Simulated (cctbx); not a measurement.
# What resolution and counting buy: LaTi2Rh2

Space group I4/mmm (no. 139), a = 4.0750 Å, b = 4.0750 Å, c = 10.7100 Å, α = 90.00°, β = 90.00°, γ = 90.00°.

```
atom  mult.    x    y       z  Ueq (Å²)
 La1      2    0    0       0    0.0111
 Rh1      4  1/2    0     1/4    0.0116
 Ti1      4  1/2  1/2  0.1227    0.0181
```

The model is made up (kin elements in a known structure type, no relaxation), so it says nothing on whether the phase exists.

Five simulated data sets (cctbx; Ag Kα, λ = 0.56087 Å; 1.5 % proportional error) differ in resolution or exposure (noise floor 2 counts in the first three, 8 in the last two). Each is refined with the right model, isotropic at 1.1 Å and anisotropic otherwise. How do the figures of merit and the uncertainties move?

| d min (Å) | top counts | ⟨I/σ⟩ (unmerged, absences included) | unique | param. (scale apart) | Rint | R1 | GooF | largest s.u. xyz (fractional) | s.u. U of Ti1 (Å²) | largest error (Å) |
| --- | --- | --- | --- | --- | --- | --- | --- | --- | --- | --- |
| 1.1 | 20000 | 16.3 | 34 | 4 | 0.014 | 0.0048 | 1.34 | 0.00013 | 0.0004 | 0.0002 |
| 0.84 | 20000 | 14.3 | 65 | 7 | 0.018 | 0.0041 | 0.89 | 0.00005 | 0.0002 | 0.0009 |
| 0.6 | 20000 | 10.8 | 155 | 7 | 0.022 | 0.0056 | 0.99 | 0.00004 | 0.0001 | 0.0003 |
| 0.75 | 300 | 1.2 | 89 | 7 | 0.255 | 0.0418 | 0.86 | 0.00075 | 0.0024 | 0.0003 |
| 0.75 | 3000 | 5.3 | 89 | 7 | 0.048 | 0.0126 | 0.86 | 0.00015 | 0.0004 | 0.0010 |

The number of reflections grows roughly as 1/d³: 34, 65 and 155 here. R1 follows the noise rather than the truth: at 300 counts it is 0.0418, at 3000 counts 0.0126, while GooF is 0.86 and 0.86: the weights 1/σ² carry the noise. The s.u. of U (U11 where anisotropic) for Ti1 goes 0.0004, 0.0002, 0.0001 Å² with resolution and 0.0024, 0.0004 Å² with exposure.

The 1.1 Å row also differs in its displacement model, so it isn't a clean test of resolution.

Hardware for the 0.6 Å refinement: 0.36 s on 1 thread of Arm Neoverse V2, on a shared host, peak memory 0.09 GiB.

[Logs are printed without paths, hosts, clocks, repeated set-up lines and the standing remarks that a program may print on its own settings, such as how far it seeks lower states.]
